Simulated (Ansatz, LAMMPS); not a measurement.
**Energy and forces of liquid Mg44Si45Fe11 (at. %) at 1500 K (62 atoms)**

Wanted: forces and levels of liquid Mg44Si45Fe11 (at. %) at 1500 K (62 atoms).

Program: Ansatz 0.2.0. Level of theory: Kohn-Sham DFT, PBEsol, PAW (set soft_2), plane waves. Results are calculated unless marked as measured.

## 1. The starting structure

The cell holds 62 atoms: 27 Mg, 28 Si and 7 Fe. Its edges and angles: a = 11.404 Å, b = 11.404 Å, c = 11.404 Å, α = 90.0°, β = 90.0°, γ = 90.0°. 62 atoms (27 Mg, 28 Si, 7 Fe) placed at random at 2.32 g/cm³, melted at 2000 K for 10 ps at fixed volume with the MEAM Al-Si-Mg-Cu-Fe potential (Jelinek et al., Phys. Rev. B 85, 245102 (2012)). Snapshot at the end of a hold of 10 ps at 1500 K and zero pressure.

Before any run, some limits are plain. The network of bonds at the start is that of the classical potential that made the cell, and needn't be the one that DFT or experiment would give. The Brillouin zone is sampled at Γ only, in a cell whose shortest periodic width is 11 Å.

## 2. Making the structure

A classical potential supplies the starting structure, since it reaches far longer times than DFT.

This step: classical MD, MEAM Al-Si-Mg-Cu-Fe potential (Jelinek et al., Phys. Rev. B 85, 245102 (2012)) (LAMMPS 22 Jul 2025 - Update 4).

in.lmp

```
# melt-quench of Mg27Si28Fe7
units metal
atom_style atomic
boundary p p p
region box block 0 10.9515 0 10.9515 0 10.9515
create_box 3 box
mass 1 24.3050   # Mg
mass 2 28.0850   # Si
mass 3 55.8450   # Fe
create_atoms 1 random 27 83463 NULL overlap 1.99 maxtry 2000
create_atoms 2 random 28 83470 NULL overlap 1.99 maxtry 2000
create_atoms 3 random 7 83477 NULL overlap 1.99 maxtry 2000
pair_style meam
pair_coeff * * library.meam AlS SiS MgS CuS FeS AlSiMgCuFe.meam MgS SiS FeS
neigh_modify delay 0 every 1 check yes
thermo_style custom step time temp pe press density
thermo_modify norm yes
timestep 0.002
thermo 100
min_style cg
minimize 1e-4 1e-4 200 2000
reset_timestep 0
velocity all create 2000 83464 mom yes dist gaussian
fix lim all nve/limit 0.05
fix lan all langevin 2000 2000 0.2 83465 zero yes
thermo 500
run 1000 post no
unfix lim
unfix lan
thermo 833
fix md all nvt temp 2000 2000 0.2
run 5000 post no
unfix md
thermo 833
fix md all npt temp 2000 1500 0.2 iso 0 0 2
run 2500 post no
unfix md
compute msd all msd com yes
thermo 1250
fix md all npt temp 1500 1500 0.2 iso 0 0 2
run 5000 post no
print "== T1500: mean square displacement over the hold $(c_msd[4]:%.2f) A^2"
unfix md
uncompute msd
write_dump all custom T1500.dump id type xs ys zs modify sort id
```

The run is started by

```console
$ lmp -in in.lmp -log none -nocite
```

Numbers of over 12 decimals in the logs are rounded to 6 here.

What it wrote:

```text
LAMMPS (22 Jul 2025 - Update 4)
Created orthogonal box = (0 0 0) to (10.9515 10.9515 10.9515)
Created 27 atoms
Created 28 atoms
Created 7 atoms
   Step          Time           Temp          PotEng         Press         Density
         0   0              0             -1.6475151      202804.91      2.3180682
        39   0.078          0             -2.8025789     -1413.3564      2.3180682
Loop time of 0.0224817 s on 1 MPI rank(s) for 39 steps with 62 atoms
Minimization stats:
  Stopping criterion = energy tolerance
  Energy initial, next-to-last, final =
       -1.647515104865  -2.80247926130629  -2.80257892612616
  Force two-norm initial, final = 56.909297 3.8759141
  Iterations, force evaluations = 39 60
   Step          Time           Temp          PotEng         Press         Density
         0   0              2000          -2.8025789      11410.621      2.3180682
       500   1              2059.2727     -2.709856       30073.013      2.3180682
      1000   2              1799.4959     -2.7508868      30949.613      2.3180682
Loop time of 0.382774 s on 1 MPI rank(s) for 1000 steps with 62 atoms
   Step          Time           Temp          PotEng         Press         Density
      1000   2              1799.4959     -2.7508868      30949.613      2.3180682
      1666   3.332          1763.9478     -2.7365515      19771.926      2.3180682
      2499   4.998          1951.9839     -2.6906037      19460.711      2.3180682
      3332   6.664          2116.9685     -2.73137        30766.135      2.3180682
      4165   8.33           1819.4758     -2.7174291      38700.365      2.3180682
      4998   9.996          1889.2706     -2.6648331      34297.513      2.3180682
      5831   11.662         1788.1101     -2.7186654      29899.911      2.3180682
[... 1 line left out ...]
Loop time of 1.94035 s on 1 MPI rank(s) for 5000 steps with 62 atoms
   Step          Time           Temp          PotEng         Press         Density
[... 5 lines left out ...]
Loop time of 0.845712 s on 1 MPI rank(s) for 2500 steps with 62 atoms
   Step          Time           Temp          PotEng         Press         Density
[... 2 lines left out ...]
     10000   20             1531.459      -2.7893492      5757.6814      1.9979403
     11250   22.5           1578.102      -2.7404611      12481.476      1.9759292
     12500   25             1259.7205     -2.7479372     -9737.9197      1.8603772
     13500   27             1096.8007     -2.8172498      11722.91       2.0526876
Loop time of 1.73644 s on 1 MPI rank(s) for 5000 steps with 62 atoms
== T1500: mean square displacement over the hold 34.12 A^2
```

Elapsed: 5 s, on 1 thread of Arm Neoverse V1, shared host; peak memory 0.078 GiB.

## 3. Plane-wave single point

One self-consistent run at the given positions yields energy and forces.

input.yaml

```yaml
crystal:
  lattice:
    - [11.40446, 0.0, 0.0]
    - [0.0, 11.40446, 0.0]
    - [0.0, 0.0, 11.40446]
  atoms:
    - { symbol: Mg, position: [0.88698, 0.54625, 0.97141] }
    - { symbol: Mg, position: [0.47194, 0.33857, 0.05933] }
    - { symbol: Mg, position: [0.4475, 0.19186, 0.80957] }
    - { symbol: Mg, position: [0.06911, 0.1271, 0.21842] }
    - { symbol: Mg, position: [0.59552, 0.58538, 0.08938] }
    - { symbol: Mg, position: [0.81164, 0.22754, 0.69395] }
    - { symbol: Mg, position: [0.41913, 0.00253, 0.13011] }
    - { symbol: Mg, position: [0.38796, 0.41561, 0.54091] }
    - { symbol: Mg, position: [0.24369, 0.42334, 0.22254] }
    - { symbol: Mg, position: [0.96156, 0.84014, 0.15124] }
    - { symbol: Mg, position: [0.5922, 0.66308, 0.5357] }
    - { symbol: Mg, position: [0.16848, 0.45596, 0.97222] }
    - { symbol: Mg, position: [0.2456, 0.99865, 0.52829] }
    - { symbol: Mg, position: [0.28004, 0.24249, 0.38797] }
    - { symbol: Mg, position: [0.81153, 0.28405, 0.01585] }
    - { symbol: Mg, position: [0.04993, 0.16522, 0.66062] }
    - { symbol: Mg, position: [0.16453, 0.46015, 0.60671] }
    - { symbol: Mg, position: [0.2383, 0.78292, 0.30188] }
    - { symbol: Mg, position: [0.99696, 0.76575, 0.71482] }
    - { symbol: Mg, position: [0.82852, 0.48843, 0.71448] }
    - { symbol: Mg, position: [0.18941, 0.09083, 0.92091] }
    - { symbol: Mg, position: [0.88956, 0.6936, 0.39843] }
    - { symbol: Mg, position: [0.44214, 0.4925, 0.81468] }
    - { symbol: Mg, position: [0.20827, 0.76002, 0.95083] }
    - { symbol: Mg, position: [0.32848, 0.83826, 0.71797] }
    - { symbol: Mg, position: [0.57855, 0.95082, 0.72734] }
    - { symbol: Mg, position: [0.7286, 0.90722, 0.01707] }
    - { symbol: Si, position: [0.27158, 0.23295, 0.06297] }
    - { symbol: Si, position: [0.7828, 0.98013, 0.63079] }
    - { symbol: Si, position: [0.99312, 0.19196, 0.89281] }
    - { symbol: Si, position: [0.88598, 0.06311, 0.08504] }
    - { symbol: Si, position: [0.59186, 0.08768, 0.32326] }
    - { symbol: Si, position: [0.85586, 0.40981, 0.3165] }
    - { symbol: Si, position: [0.66197, 0.8946, 0.2958] }
    - { symbol: Si, position: [0.60681, 0.14098, 0.08482] }
    - { symbol: Si, position: [0.00012, 0.39683, 0.16044] }
    - { symbol: Si, position: [0.42911, 0.77006, 0.1254] }
    - { symbol: Si, position: [0.67072, 0.12918, 0.87236] }
    - { symbol: Si, position: [0.34962, 0.6932, 0.51011] }
    - { symbol: Si, position: [0.09592, 0.57136, 0.77478] }
    - { symbol: Si, position: [0.48117, 0.78615, 0.33781] }
    - { symbol: Si, position: [0.8885, 0.76803, 0.93926] }
    - { symbol: Si, position: [0.10868, 0.9325, 0.75138] }
    - { symbol: Si, position: [0.1378, 0.65594, 0.48652] }
    - { symbol: Si, position: [0.55356, 0.38074, 0.30485] }
    - { symbol: Si, position: [0.64038, 0.34848, 0.84217] }
    - { symbol: Si, position: [0.49538, 0.03932, 0.54909] }
    - { symbol: Si, position: [0.24569, 0.29243, 0.83131] }
    - { symbol: Si, position: [0.83602, 0.91953, 0.44372] }
    - { symbol: Si, position: [0.19693, 0.93616, 0.13448] }
    - { symbol: Si, position: [0.82933, 0.22943, 0.44931] }
    - { symbol: Si, position: [0.55492, 0.24152, 0.60629] }
    - { symbol: Si, position: [0.69422, 0.54878, 0.31207] }
    - { symbol: Si, position: [0.93333, 0.50836, 0.49975] }
    - { symbol: Si, position: [0.72828, 0.73618, 0.17498] }
    - { symbol: Fe, position: [0.819, 0.07605, 0.30942], spin: 2.2 }
    - { symbol: Fe, position: [0.4851, 0.20282, 0.42288], spin: 2.2 }
    - { symbol: Fe, position: [0.6843, 0.09478, 0.5007], spin: 2.2 }
    - { symbol: Fe, position: [0.66493, 0.33106, 0.47042], spin: 2.2 }
    - { symbol: Fe, position: [0.44011, 0.96833, 0.38234], spin: 2.2 }
    - { symbol: Fe, position: [0.71298, 0.27352, 0.26858], spin: 2.2 }
    - { symbol: Fe, position: [0.62197, 0.88794, 0.49907], spin: 2.2 }
magnetization:
  spin_polarized: true
kpoints:
  mp_grid: { grid: [1, 1, 1] }
hamiltonian:
  xc: pbesol
scf:
  occupations: { method: gaussian, width: 0.05 }
  lower_state_search: "off"
output:
  forces: true
  stress: true
  populations: true
  dos:
    method: { smearing: { sigma: 0.15 } }
    de: 0.1
    projected: { site_lists: { Fe: [Fe], Mg: [Mg], Si: [Si] } }
  eigenvalues: true
  write_density: true
  write_potential: true
  volumetric_format: npy
```

The run is started by

```console
$ ansatz run input.yaml --threads 8 --pin off --max-ram 15872MiB --backend cpu --events-out ev --progress --plain --runs-dir out
```

What it wrote:

```text
Engine: ansatz 0.2.0, aarch64-unknown-linux-gnu
Pseudopotentials: kind: paw
Pseudopotential: Mg, paw, valence charge 10, recommended cutoff 420 eV (normal), Mg.paw.azcp
Pseudopotential: Si, paw, valence charge 4, recommended cutoff 420 eV (normal), Si.paw.azcp
Pseudopotential: Fe, paw, valence charge 16, recommended cutoff 420 eV (normal), Fe.paw.azcp
[... 3 lines on functional and potentials left out ...]
Crystal: 62 atoms, lattice volume = 1483.284 Å³
Basis set: ecut = 420 eV, 28991 PW (Γ), exchange–correlation on 160×160×160 points (8 copies of the dense FFT grid, shifted against one another)
Bands: 317, of which v1, the nominal top of the filled ones, is band 247 counted from 1 (246 counted from 0)
Symmetry: 1 space group operations
Space group: P1 (ITA 1), of the structure as read, at distance tolerance 1.1e-4 Å
Magnetic group: BNS 1.1 (UNI 1), of the structure as read, at distance tolerance 1.1e-4 Å
k-points: 1
[... 10 lines on functional and potentials left out ...]
Initial density: superposition of atomic densities (chi_scale 0.1, normalization cell)
Starting moments: Σ|m| = 15.4 μB on 7 of 62 sites
Initial wavefunctions: pseudopotential atomic-orbital guess
Functional: x = pbesol(κ = 0.804, μ = 0.123457), c = pbesol(β = 0.046)
SCF iter   1: F=—  HF=-100191.313208 eV  |F-HF|=—  |Δ(HF+E_count)|=         —  Δρ=1.09e-1 (↑2.50e-2 ↓1.09e-1)  dr2=8.63e2  dr2_m=2.63e1  M=2.077 μB ∫|m|=4.747 μB  β_m=0.30  ethr=3.10e-3  ⟨swp⟩=6.0  Hψ=2474  notcnv=0  defer=35
preconditioner: auto → Resta (q_TF=auto, 2.271 Å⁻¹)  ε∞=5.8  [insulator: Δε(μ)=0.061 eV  Ē_g=6.547 eV  σ=0.050 eV  W_gap=0.61  n_scr=256 (ndim 8)  ℏωp=14.4 eV  f_vac=0.014  D(μ)=18.86/eV (n_scr^D=80)  ε∞_Penn≈5.8]
spin=Collinear: Resta preconditioning applied to the charge; magnetization (m = ρ↑ − ρ↓) channel mixes plain (no charge-response kernel on spin).
SCF iter   2: F=—  HF=-100276.926440 eV  |F-HF|=—  |Δ(HF+E_count)|=    8.56e1  Δρ=1.96e-1 (↑1.96e-1 ↓1.23e-1)  dr2=3.12e3  dr2_m=1.86e1  M=3.689 μB ∫|m|=4.576 μB  β_m=0.30  ethr=3.10e-3  ⟨swp⟩=5.0  Hψ=1337  notcnv=0  defer=114
preconditioner: auto → Kerker (q_TF=auto, 2.271 Å⁻¹)  [metal: Δε(μ)=0.027 eV  Ē_g=6.413 eV  σ=0.050 eV  W_gap=0.29  n_scr=256 (ndim 8)  ℏωp=14.4 eV  f_vac=0.013  D(μ)=38.77/eV (n_scr^D=250)]
spin=Collinear: Kerker preconditioning applied to the charge; magnetization (m = ρ↑ − ρ↓) channel mixes plain (no charge-response kernel on spin).
SCF iter   3: F=—  HF=-100154.181110 eV  |F-HF|=—  |Δ(HF+E_count)|=    1.23e2  Δρ=4.23e-2 (↑1.51e-2 ↓4.23e-2)  dr2=2.11e2  dr2_m=3.67e0  M=3.347 μB ∫|m|=5.913 μB  β_m=0.30  ethr=3.10e-3  ⟨swp⟩=3.0  Hψ=1282  notcnv=0  defer=109
SCF iter   4: F=—  HF=-100189.087268 eV  |F-HF|=—  |Δ(HF+E_count)|=    3.49e1  Δρ=1.17e-1 (↑1.17e-1 ↓9.47e-2)  dr2=1.89e3  dr2_m=2.10e0  M=5.109 μB ∫|m|=6.880 μB  β_m=0.30  ethr=3.10e-3  ⟨swp⟩=4.0  Hψ=1281  notcnv=0  defer=113
SCF iter   5: F=—  HF=-100148.747932 eV  |F-HF|=—  |Δ(HF+E_count)|=    4.03e1  Δρ=5.57e-2 (↑5.57e-2 ↓4.41e-2)  dr2=2.82e2  dr2_m=1.23e0  M=6.323 μB ∫|m|=8.410 μB  β_m=0.30  ethr=3.10e-3  ⟨swp⟩=3.0  Hψ=1251  notcnv=0  defer=118
SCF iter   6: F=—  HF=-100141.669981 eV  |F-HF|=—  |Δ(HF+E_count)|=    7.08e0  Δρ=1.45e-2 (↑1.45e-2 ↓1.23e-2)  dr2=9.89e0  dr2_m=5.73e-1  M=6.179 μB ∫|m|=8.956 μB  β_m=0.30  ethr=3.10e-3  ⟨swp⟩=3.5  Hψ=1734  notcnv=0  defer=113
SCF iter   7: F=—  HF=-100148.522208 eV  |F-HF|=—  |Δ(HF+E_count)|=    6.85e0  Δρ=5.60e-2 (↑5.13e-2 ↓5.60e-2)  dr2=3.27e2  dr2_m=9.18e-1  M=8.023 μB ∫|m|=10.158 μB  β_m=0.30  ethr=2.00e-3  ⟨swp⟩=3.5  Hψ=1785  notcnv=0  defer=114
SCF iter   8: F=—  HF=-100149.022227 eV  |F-HF|=—  |Δ(HF+E_count)|=   5.00e-1  Δρ=6.07e-2 (↑4.58e-2 ↓6.07e-2)  dr2=3.18e2  dr2_m=1.14e0  M=10.013 μB ∫|m|=11.728 μB  β_m=1.00  ethr=2.00e-3  ⟨swp⟩=3.5  Hψ=1695  notcnv=0  defer=110
SCF iter   9: F=—  HF=-100142.015042 eV  |F-HF|=—  |Δ(HF+E_count)|=    7.01e0  Δρ=2.55e-2 (↑1.41e-2 ↓2.55e-2)  dr2=3.55e1  dr2_m=8.23e-1  M=6.944 μB ∫|m|=10.093 μB  β_m=0.30  ethr=2.00e-3  ⟨swp⟩=3.5  Hψ=1782  notcnv=0  defer=110
SCF iter  10: F=—  HF=-100141.809052 eV  |F-HF|=—  |Δ(HF+E_count)|=   2.06e-1  Δρ=1.84e-2 (↑1.26e-2 ↓1.84e-2)  dr2=2.05e1  dr2_m=5.26e-1  M=7.010 μB ∫|m|=10.217 μB  β_m=0.30  ethr=2.00e-3  ⟨swp⟩=2.0  Hψ=629  notcnv=0  defer=110
[...]
spin-set hold released at iteration 16 (site moments' squared step at or under half its running peak, from the soft ceiling on): the magnetisation degrees of freedom join the quasi-Newton model from the next iteration; the mixer history was flushed
[...]
SCF iter  48: F=—  HF=-100141.723352 eV  |F-HF|=—  |Δ(HF+E_count)|=   5.72e-8  Δρ=6.76e-6 (↑3.69e-6 ↓6.76e-6)  dr2=1.17e-6  dr2_m=3.01e-7  M=10.501 μB ∫|m|=15.329 μB  β_m=0.60  ethr=3.43e-10  ⟨swp⟩=2.0  Hψ=556  notcnv=0  defer=109
SCF iter  49: F=—  HF=-100141.723353 eV  |F-HF|=—  |Δ(HF+E_count)|=   1.17e-6  Δρ=2.40e-5 (↑1.19e-5 ↓2.40e-5)  dr2=2.50e-5  dr2_m=5.90e-7  M=10.501 μB ∫|m|=15.329 μB  β_m=0.36  ethr=2.36e-10  ⟨swp⟩=2.0  Hψ=1018  notcnv=0  defer=109  recentre
SCF iter  50: F=—  HF=-100141.723352 eV  |F-HF|=—  |Δ(HF+E_count)|=   9.26e-7  Δρ=1.07e-5 (↑3.93e-6 ↓1.07e-5)  dr2=4.09e-6  dr2_m=3.09e-7  M=10.501 μB ∫|m|=15.329 μB  β_m=0.34  ethr=2.36e-10  ⟨swp⟩=2.0  Hψ=1020  notcnv=0  defer=109
SCF iter  51: F=—  HF=-100141.723352 eV  |F-HF|=—  |Δ(HF+E_count)|=   3.00e-7  Δρ=6.99e-6 (↑2.62e-6 ↓6.99e-6)  dr2=2.15e-6  dr2_m=8.19e-8  M=10.501 μB ∫|m|=15.328 μB  β_m=0.24  ethr=2.36e-10  ⟨swp⟩=2.0  Hψ=731  notcnv=0  defer=109
SCF iter  52: F=—  HF=-100141.723352 eV  |F-HF|=—  |Δ(HF+E_count)|=   1.41e-8  Δρ=5.55e-6 (↑1.79e-6 ↓5.55e-6)  dr2=8.24e-7  dr2_m=9.63e-8  M=10.501 μB ∫|m|=15.328 μB  β_m=0.20  ethr=2.36e-10  ⟨swp⟩=2.0  Hψ=656  notcnv=0  defer=109
SCF iter  53: F=—  HF=-100141.723352 eV  |F-HF|=—  |Δ(HF+E_count)|=   2.35e-8  Δρ=2.27e-6 (↑1.22e-6 ↓2.27e-6)  dr2=1.40e-7  dr2_m=3.12e-8  M=10.501 μB ∫|m|=15.328 μB  β_m=0.34  ethr=1.67e-10  ⟨swp⟩=2.0  Hψ=600  notcnv=0  defer=109
SCF iter  54: F=—  HF=-100141.723352 eV  |F-HF|=—  |Δ(HF+E_count)|=   2.10e-8  Δρ=3.16e-6 (↑1.34e-6 ↓3.16e-6)  dr2=3.56e-7  dr2_m=2.81e-8  M=10.501 μB ∫|m|=15.328 μB  β_m=0.32  ethr=2.02e-11  ⟨swp⟩=18.0  Hψ=4674  notcnv=0
SCF iter  55: F=—  HF=-100141.723352 eV  |F-HF|=—  |Δ(HF+E_count)|=   3.43e-8  Δρ=5.40e-6 (↑2.19e-6 ↓5.40e-6)  dr2=1.07e-6  dr2_m=4.70e-8  M=10.501 μB ∫|m|=15.328 μB  β_m=0.21  ethr=2.83e-11  ⟨swp⟩=2.0  Hψ=696  notcnv=0  recentre
SCF iter  56: F=—  HF=-100141.723352 eV  |F-HF|=—  |Δ(HF+E_count)|=   2.50e-8  Δρ=2.51e-6 (↑9.91e-7 ↓2.51e-6)  dr2=1.87e-7  dr2_m=2.06e-8  M=10.501 μB ∫|m|=15.328 μB  β_m=0.16  ethr=2.83e-11  ⟨swp⟩=2.0  Hψ=934  notcnv=0
SCF iter  57: F=-100141.723352 eV  HF=-100141.723352 eV  |F-HF|=3.33e-8  |Δ(HF+E_count)|=   2.52e-9  Δρ=1.08e-6 (↑4.47e-7 ↓1.08e-6)  dr2=4.18e-8  dr2_m=3.40e-9  M=10.501 μB ∫|m|=15.328 μB  ethr=2.02e-11  ⟨swp⟩=5.5  Hψ=2975  notcnv=0
SCF 1 converged in 57 iterations: F = -100141.723352 eV  dr2 = 4.18e-8
  greatest PAW one-centre occupation: 1.002 electrons in one spin orbital (limit 2), on the Fe atom at site 58 (counted from 0), in its partial waves of l = 1
SCF converged after 57 iterations
Magnetization: 10.5008 μB (252.2504 up, 241.7496 down)
Absolute magnetization: 15.3445 μB (∫|ρ↑−ρ↓|, with the PAW one-centre terms)
Spin contamination: 2.0675 ħ² per cell (⟨S²⟩ above its minimum at these occupations)
Per-site moments (μB) at R_I (Å): [(0.00269163, 1.054258), (0.00128146, 1.065644), (-0.00559628, 1.065657), (0.00695801, 1.107485), (-0.00142812, 1.027370), [...]
Free energy (F): -100141.723352 eV
Harris-Foulkes:  -100141.723352 eV  (|F-HF|=3.33e-8)
Internal energy: -100141.671389 eV  (E = F + TS)
E sigma→0 (E₀):  -100141.697371 eV
Entropy (-TS):   -0.051964 eV (-0.838 meV/atom)
Fermi energy:    5.083040 eV
--- Per-component energies (eV) ---
  E_band       = -12717.330016
  E_kinetic    = 5552.408696
  E_local      = -89760.967805  (includes V_loc(G=0)·N_el)
  E_nonlocal   = 4874.356891
  E_hartree    = 36411.257871
  E_xc         = -3074.657801
  E_vxc        = -3307.572607  (∫ρ·V_xc dr)
  E_paw        = -30912.249659  (= ΣΔE_a)
  E_vpaw       = -2898.086421  (= ΣTr[D̂ρ^β])
  E_aug_tail   = 0.006154  (compensation charges beyond the density's cutoff)
  E_ewald      = -23235.553127
  E_core_change = 3.727391  (= ΣΔE_core)
  E_smearing   = -0.051964  (= −TS)
  E_closure    = 0.000000  (closes the sum)
  Σ components = -100141.723352   (vs F -100141.723352, Δ=0.00e0)
--- Forces (eV/Å), atoms counted from 1 ---
  atom   1  Mg     0.48736357    -0.60003199     0.45784122
  atom   2  Mg     0.55683740     0.34787634     0.30902757
  atom   3  Mg     0.05672135    -0.32180280    -0.17022222
  atom   4  Mg     0.10829651     0.48771334     0.19620275
  atom   5  Mg    -0.93964970    -0.68512801    -0.47026893
  atom   6  Mg    -0.64278835    -0.29310398     0.09517373
  atom   7  Mg     0.32131914     0.50211942     0.17054760
  atom   8  Mg     1.24401106     0.02810406    -0.41618030
  atom   9  Mg    -0.14110995     0.37986224     0.02460816
  atom  10  Mg     0.27744206     0.06716787     0.10782031
  atom  11  Mg     0.06315946    -0.48573354    -0.14259307
  atom  12  Mg    -0.32359176     0.24512841     0.09886905
  atom  13  Mg    -0.24625335     0.11318955    -0.06039944
  atom  14  Mg    -1.14100015    -0.67854886    -0.08185340
[...]
atom  61  Fe    -0.11560548    -1.60619582    -0.37954553
  atom  62  Fe     0.27604220     0.20910371    -0.38217341
  max |Σ_I F_I| component: 5.94e-5 eV/Å
--- Stress (GPa, compression-positive) ---
       -4.463656      -0.625066       0.527044
       -0.625066      -3.036625       0.236807
        0.527044       0.236807      -4.505931
  P = ⅓ Tr σ = -4.0021 GPa (-40.021 kbar)
--- Band table (eV) ---
  k-point 0 ↑: bands = ["-82.7190", "-82.5888", "-82.4293", "-82.3770", [... 301 levels ...], "8.4807", "8.5603", "8.6311", "8.6576", "8.7450", "8.8172", "8.8825", "8.9028", "8.9425", "8.9917", "9.0592", "9.0873"]
  k-point 0 ↓: bands = ["-80.7831", "-80.4512", "-80.4444", "-80.3625", [... 301 levels ...], "8.5595", "8.6315", "8.7148", "8.7503", "8.8176", "8.8820", "8.9232", "8.9877", "9.0169", "9.0420", "9.1252", "9.1607"]
--- Löwdin populations: 62 sites ---
  site symbol       q [e]    m [muB]
     0     Mg      8.9608     0.0030
     1     Mg      8.8996     0.0109
     2     Mg      8.7480    -0.0081
[...]
61     Fe     15.7339     1.9814
  spilling = 0.016419 (of n_electrons = 494.000000)
```

Wall time 57 s (8 threads of Arm Neoverse V1, shared host); peak memory 2.7 GiB.

The run gave:

```yaml
free_energy: -100141.7234 eV
free_energy_per_atom: -1615.1891 eV/atom
scf_cycles: 57
pressure: -4.002 GPa
r_m_s_force_component: 0.6053 eV/Å
longest_force: 2.573 eV/Å
fermi_energy: 5.083 eV
levels_partly_filled_by_over_2_per_cent: 6
total_moment: 10.5 μB
absolute_moment: 15.34 μB
spilling_of_the_projection: 0.01642
```

Length of the force by element:

| element | coordination | atoms | mean length of the force (eV/Å) | spread | least | most |
| --- | --- | --- | --- | --- | --- | --- |
| Fe | all | 7 | 1.17 | 0.467 | 0.516 | 1.85 |
| Mg | all | 27 | 0.808 | 0.516 | 0.224 | 2.16 |
| Si | all | 28 | 0.925 | 0.543 | 0.215 | 2.57 |

Magnetic moments by element:

| element | coordination | atoms | mean moment (μB) | spread | least | most |
| --- | --- | --- | --- | --- | --- | --- |
| Fe | all | 7 | 1.61 | 0.382 | 0.947 | 2.16 |
| Mg | all | 27 | -0.0045 | 0.0074 | -0.0224 | 0.0117 |
| Si | all | 28 | -0.0198 | 0.0175 | -0.0543 | 0.0151 |

(Continued in part 2 of 2.)

[Logs are printed without paths, hosts, clocks, repeated set-up lines and the standing remarks that a program may print on its own settings, such as how far it seeks lower states.]

[Hosts, paths, dates, database ids (printed as entryN), source tags and the programs' standing remarks are cut or masked in the printed files.]
